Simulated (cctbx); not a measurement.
# Sm2Mn12P3N4 across an absorption edge

Space group P-6 (no. 174), a = 8.9400 Å, b = 8.9400 Å, c = 3.5310 Å, α = 90.00°, β = 90.00°, γ = 120.00°.

| atom | mult. | x | y | z | Ueq (Å²) |
| --- | --- | --- | --- | --- | --- |
| Sm1 | 1 | 0 | 0 | 1/2 | 0.0062 |
| Sm2 | 1 | 1/3 | 2/3 | 0 | 0.0092 |
| Mn1 | 3 | 0.5461 | 0.1150 | 0 | 0.0121 |
| Mn2 | 3 | 0.7187 | 0.9452 | 0 | 0.0206 |
| Mn3 | 3 | 0.7853 | 0.1771 | 1/2 | 0.0165 |
| Mn4 | 3 | 0.2837 | 0.8993 | 1/2 | 0.0165 |
| P1 | 3 | 0.5460 | 0.9330 | 1/2 | 0.0159 |
| N1 | 1 | 2/3 | 1/3 | 1/2 | 0.0175 |
| N2 | 3 | 0.9529 | 0.2156 | 0 | 0.0150 |

The model is made up (kin elements in a known structure type, no relaxation), so it says nothing on whether the phase exists.

Calculated with cctbx: free-atom f′ and f″ from the Sasaki tables, no fine structure; amplitudes in electrons.

How do |F(hkl)| and |F(−h−k−l)| change across the Mn K edge?

```text
E (eV)    f'(Mn)   f''           |F|2 1 0        |F|2 2 0        |F|0 1 0        |F|0 1 1
   5939   -2.19   0.55       45.5/  44.8    103.8/ 103.5     21.1/  20.9     54.5/  55.2
   6289   -3.00   0.50       44.4/  43.8    100.0/  99.8     20.8/  20.7     52.5/  53.0
   6419   -3.73   0.48       43.8/  43.2     97.5/  97.2     21.0/  20.9     51.3/  51.8
   6479   -4.48   0.47       43.5/  43.0     95.5/  95.3     21.5/  21.5     50.7/  51.1
   6509   -5.18   0.47       43.4/  42.9     94.0/  93.8     22.2/  22.2     50.4/  50.7
   6524   -5.91   0.46       43.5/  43.1     92.8/  92.5     23.1/  23.1     50.4/  50.7
   6531   -6.58   0.46       43.6/  43.2     91.7/  91.5     24.0/  24.0     50.5/  50.7
   6535   -7.29   0.46       43.8/  43.4     90.7/  90.5     24.9/  25.0     50.7/  50.8
   6543   -7.51   3.96       43.2/  43.8     90.3/  90.9     25.0/  25.1     52.5/  48.5
   6547   -6.67   3.95       42.9/  43.4     91.3/  91.9     23.7/  23.8     52.1/  48.2
   6554   -5.93   3.95       42.5/  43.1     92.1/  92.6     22.5/  22.6     51.7/  47.9
   6569   -5.12   3.93       42.1/  42.6     92.7/  93.2     21.2/  21.3     51.0/  47.3
   6599   -4.33   3.89       41.3/  41.8     92.8/  93.3     19.5/  19.6     49.9/  46.3
   6689   -3.23   3.79       37.8/  38.3     88.0/  88.5     14.9/  14.9     44.0/  40.8
   6939   -2.10   3.55       42.5/  43.4    100.3/ 100.9     17.2/  19.3     51.9/  51.7
```

The edge is at 6539 eV. f′ of Mn falls from -3.7 e at 6419 eV to -7.3 e at 4 eV below it, and f″ steps from 0.46 to 3.95 e across it. Over that approach |F| changes by +0 % (2 1 0), -7 % (2 2 0), +19 % (0 1 0) and -1 % (0 1 1): a reflection falls where Mn scatters in phase with the total and rises where it scatters against it; it hardly moves where the Mn term is small or cancels by symmetry or lies in quadrature to the total. The f″ term interferes with the normal scattering with opposite sign for the two Friedel mates. The largest Friedel difference in the scan is 11.5 % of the mean (0 1 0, at 6939 eV).

[Logs are printed without paths, hosts, clocks, repeated set-up lines and the standing remarks that a program may print on its own settings, such as how far it seeks lower states.]
